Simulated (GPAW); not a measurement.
# Calculated records

## Quasiparticle gap of Ga2S3 (Cc) in GPAW

It takes space group Cc (No. 9, monoclinic). The conventional cell has a = 11.107 Å, b = 6.395 Å, c = 7.021 Å, α = 90.00°, β = 121.17°, γ = 90.00°. Ga has 4 S at 2.19 to 2.33 Å nearest. Nearest to Ga lie 4 S at 2.20 to 2.32 Å. Nearest to S lie 2 Ga at 2.19 to 2.20 Å. Nearest to S lie 3 Ga at 2.31 to 2.32 Å. Nearest to S lie 3 Ga at 2.31 to 2.33 Å. Farther neighbours and most contacts between anions are not listed.

- method: DFT, LDA, plane waves, PAW (and 1 further level or step)
- program: GPAW 26.7.0
- settings of one run: cutoff 450 eV, GPAW PAW setups 1.2.1 data release, 4×4×2 k-mesh, nbands 263
- cost: 4 runs, 7.7 min in all on 8 MPI ranks of Arm Neoverse V2, shared host (the runs of this entry)
- notes: The cell and positions come from the Crystallography Open Database and are kept as given unless a step says otherwise. Limits: no spin-orbit coupling. Bands and cutoff are finite, so the gap is not at the basis limit. The miss can reach some tenths of an eV and take either sign; the mesh is an error of its own. The 4×4×2 mesh is coarse for this cell, which bears on the long-range parts of exchange and screening.
- LDA gap: 1.69 eV, indirect (only 0 meV under the direct gap)
- G0W0 gap on the mesh: 3.24 eV
- GW settings: 4×4×2 mesh, 253 bands, screening to 65 eV, Godby-Needs plasmon pole
- known limits: not at the basis limit; no spin-orbit coupling; coarse k mesh

G0W0 moves the gap on the mesh from 1.69 eV to 3.24 eV (+1.55 eV), with Z of 0.78 and 0.80 at the edges. Only 1 of the mesh's irreducible points was corrected, so a valley elsewhere could overtake.

[Runs of the session that timed out or met a known fault of the program may be left out.]

[Hosts, paths, dates, database ids (printed as entryN), source tags and the programs' standing remarks are cut or masked in the printed files.]
